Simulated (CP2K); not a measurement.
Two runs for the N K edge of 1,2-azaborine. Run A: CP2K XAS_TDP, all-electron GAPW, PBEh(45%), aug-cc-pVDZ, TDA, no relativity. Run B differs in one setting.

First lines with a strength over 0.0015. A:

```csv
atom,energy (eV),states,"strength, one atom"
"N4 (bonded to B, C and H)",396.73,1,0.0325
,398.61,1,0.0149
,400.36,1,0.0022
,401.66,1,0.0039
,402.20,1,0.0041
```

B:

```csv
atom,energy (eV),states,"strength, one atom"
"N4 (bonded to B, C and H)",401.53,1,0.0321
,403.42,1,0.0147
,405.17,1,0.0022
,406.47,1,0.0038
,407.01,1,0.0040
```

Question: Which was it: GW2X switched on, the basis, scalar relativity switched on, the functional?

GW2X switched on. GW2X shifts an atom's lines together and keeps their spacings. Against PBEh(45%) in aug-cc-pVDZ, the leading line moves by +4.80 eV, to 401.53 eV.

[Banner, clock and machine lines of the logs are left out without a mark of their own.]

[Logs are printed without paths, hosts, clocks, repeated set-up lines and the standing remarks that a program may print on its own settings, such as how far it seeks lower states.]

[Hosts, paths, dates, database ids (printed as entryN), source tags and the programs' standing remarks are cut or masked in the printed files.]
